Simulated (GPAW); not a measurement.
Consider Sr2MoO4 (I4/mmm).

```cif
data_structure
_symmetry_space_group_name_H-M 'P 1'
_symmetry_Int_Tables_number 1
_cell_length_a 7.0440
_cell_length_b 7.0440
_cell_length_c 7.0440
_cell_angle_alpha 147.912
_cell_angle_beta 147.912
_cell_angle_gamma 46.015
_cell_volume 98.29
loop_
_atom_site_label
_atom_site_type_symbol
_atom_site_fract_x
_atom_site_fract_y
_atom_site_fract_z
_atom_site_occupancy
Mo1 Mo 0.00000 0.00000 0.00000 1
Sr2 Sr 0.64894 0.64894 0.00000 1
Sr3 Sr 0.35106 0.35106 0.00000 1
O4 O 0.16318 0.16318 0.00000 1
O5 O 0.83682 0.83682 0.00000 1
O6 O 0.00000 0.50000 0.50000 1
O7 O 0.50000 0.00000 0.50000 1
```

Absorber: atom 1, with 4 O at 1.95 Å and 2 O at 2.12 Å (distorted octahedral, site symmetry 4/mmm). Method: GPAW, LDA, excited-electron core hole (neutral cell), 28-atom cell with 7.0 Å between holes, 3×3×3 k points, dipole transitions, Gaussian full width 1.78 eV up to 4 eV, rising linearly to 3.5 eV at 25 eV.

Q: Predict the near-edge structure at the Mo L₃ edge.

Main maxima up to 30 eV above the zero (height): 0.6 eV (3.14), 2.6 eV (3.33) and 17.6 eV (0.56). At an L edge the dipole rule selects empty d (and weakly s) states on the absorber, and the strong line at the onset measures the empty part of its d band. 

The Mo L₃ spectrum (energy from the lowest empty level; intensity scaled to a mean of 1 over the first 20 eV; polarised curves are means over the symmetry-equivalent atoms):

```tsv
E (eV)	isotropic	ε ⊥ c	ε ∥ c
-2.0	0.03	0.04	0.01
-1.5	0.17	0.20	0.09
-1.0	0.59	0.70	0.37
-0.5	1.46	1.67	1.03
0.0	2.49	2.77	1.95
0.5	3.09	3.33	2.61
1.0	3.07	3.21	2.79
1.5	2.91	2.90	2.93
2.0	3.05	2.86	3.41
2.5	3.30	3.04	3.83
3.0	3.24	3.06	3.60
3.5	2.72	2.72	2.71
4.0	2.04	2.19	1.72
4.5	1.54	1.77	1.07
5.0	1.27	1.52	0.78
5.5	1.13	1.36	0.69
6.0	1.02	1.23	0.61
6.5	0.88	1.08	0.50
7.0	0.71	0.87	0.38
7.5	0.50	0.61	0.28
8.0	0.32	0.37	0.21
8.5	0.20	0.21	0.18
9.0	0.14	0.13	0.16
9.5	0.13	0.11	0.17
10.0	0.13	0.10	0.18
10.5	0.14	0.11	0.20
11.0	0.16	0.13	0.23
11.5	0.20	0.16	0.28
12.0	0.24	0.19	0.34
12.5	0.28	0.22	0.41
13.0	0.32	0.25	0.46
13.5	0.35	0.28	0.50
14.0	0.36	0.29	0.50
14.5	0.37	0.31	0.48
15.0	0.38	0.34	0.46
15.5	0.40	0.38	0.45
16.0	0.44	0.43	0.46
16.5	0.49	0.49	0.50
17.0	0.53	0.54	0.53
17.5	0.56	0.56	0.55
18.0	0.55	0.55	0.55
18.5	0.53	0.53	0.53
19.0	0.50	0.49	0.50
19.5	0.46	0.46	0.47
20.0	0.43	0.43	0.43
20.5	0.41	0.41	0.41
21.0	0.40	0.40	0.40
21.5	0.39	0.39	0.39
22.0	0.38	0.38	0.39
22.5	0.37	0.37	0.39
23.0	0.36	0.35	0.38
23.5	0.34	0.33	0.36
24.0	0.32	0.31	0.35
24.5	0.31	0.29	0.35
25.0	0.31	0.29	0.34
25.5	0.31	0.29	0.35
26.0	0.32	0.30	0.35
26.5	0.33	0.32	0.36
27.0	0.34	0.34	0.36
27.5	0.35	0.35	0.36
28.0	0.36	0.37	0.36
28.5	0.37	0.38	0.37
29.0	0.39	0.39	0.38
29.5	0.41	0.41	0.40
30.0	0.43	0.42	0.43
30.5	0.45	0.44	0.46
31.0	0.46	0.45	0.48
31.5	0.48	0.47	0.50
```

Only the L₃ part is meant: spin–orbit coupling of the core level isn't computed and the L₂ copy isn't added. The script folds with a Gaussian, whereas the core hole's own line is a Lorentzian, so the onset is too steep and the first peak too high. The unit cell's mesh shows no gap over 0.35 eV. That is right for a metallic compound; for a small-gap or correlated insulator it would be the fault of the functional or of the assumed magnetic order, and the hole would be screened too well. The mesh is coarse (0.32 Å⁻¹ between points), so small maxima may be mesh ripples. The structure is a computed Materials Project entry and may be a hypothetical form.

[Banner, clock and machine lines of the logs are left out without a mark of their own.]

[Logs are printed without paths, hosts, clocks, repeated set-up lines and the standing remarks that a program may print on its own settings, such as how far it seeks lower states.]

[Hosts, paths, dates, database ids (printed as entryN), source tags and the programs' standing remarks are cut or masked in the printed files.]

[Lists of maxima count a maximum above −3 eV only where it reaches 4 % of the highest in the window and stands out from its surroundings by 2 % of it (1.5 % where it reaches 55 %); shoulders and weaker maxima are passed over, and of the rest the first, up to two pre-edge ones and the few strongest are named.]
